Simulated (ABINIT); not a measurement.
An input for ABINIT 10.8.3 (GaAs (F-43m)):

```
acell 3*1.0 Angstrom
rprim 
  0.000000000000 2.826850000000 2.826850000000
  2.826850000000 0.000000000000 2.826850000000
  2.826850000000 2.826850000000 0.000000000000
ntypat 2
znucl 31 33
natom 2
typat 1 2
xred 
  0.000000000000 0.000000000000 0.000000000000
  0.250000000000 0.250000000000 0.250000000000
pp_dirpath "pseudos"
pseudos "Ga.upf, As.upf"
ecut 45
ngkpt 4 4 4
nshiftk 1
shiftk 0 0 0
kptopt 1
chksymbreak 0
iscf -2
irdden 1
istwfk *1
nband 92
nbdbuf 8
tolwfr 1e-09
nstep 60
prtvol 0
indata_prefix "in"
outdata_prefix "out"
tmpdata_prefix "tmp"
```

```sh
OMP_NUM_THREADS=1 mpirun -n 4 abinit run.abi > log
```

Question: How long will it take on 4 MPI ranks of Arm Neoverse V1, shared host, and how much memory?

It took 22 s; on shared hardware allow 11 s to 45 s. Peak host memory was 0.33 GiB.

[Paths, hosts, dates, memory and timing lines, banners, echoed tables and standing remarks are left out of the program output.]

[Logs are printed without paths, hosts, clocks, repeated set-up lines and the standing remarks that a program may print on its own settings, such as how far it seeks lower states.]

[Runs of the session that timed out or met a known fault of the program may be left out.]

[Hosts, paths, dates, database ids (printed as entryN), source tags and the programs' standing remarks are cut or masked in the printed files.]

[G0W0 gaps are taken among the corrected bands and points alone; a level outside them can change the order at an edge.]

[Where Ansatz stands beside ABINIT at settings called matched, ABINIT's density can come from a denser mesh and the files from another edition; pairs whose starting gaps differed by over 0.03 eV were left out, so agreement reads better than it is.]
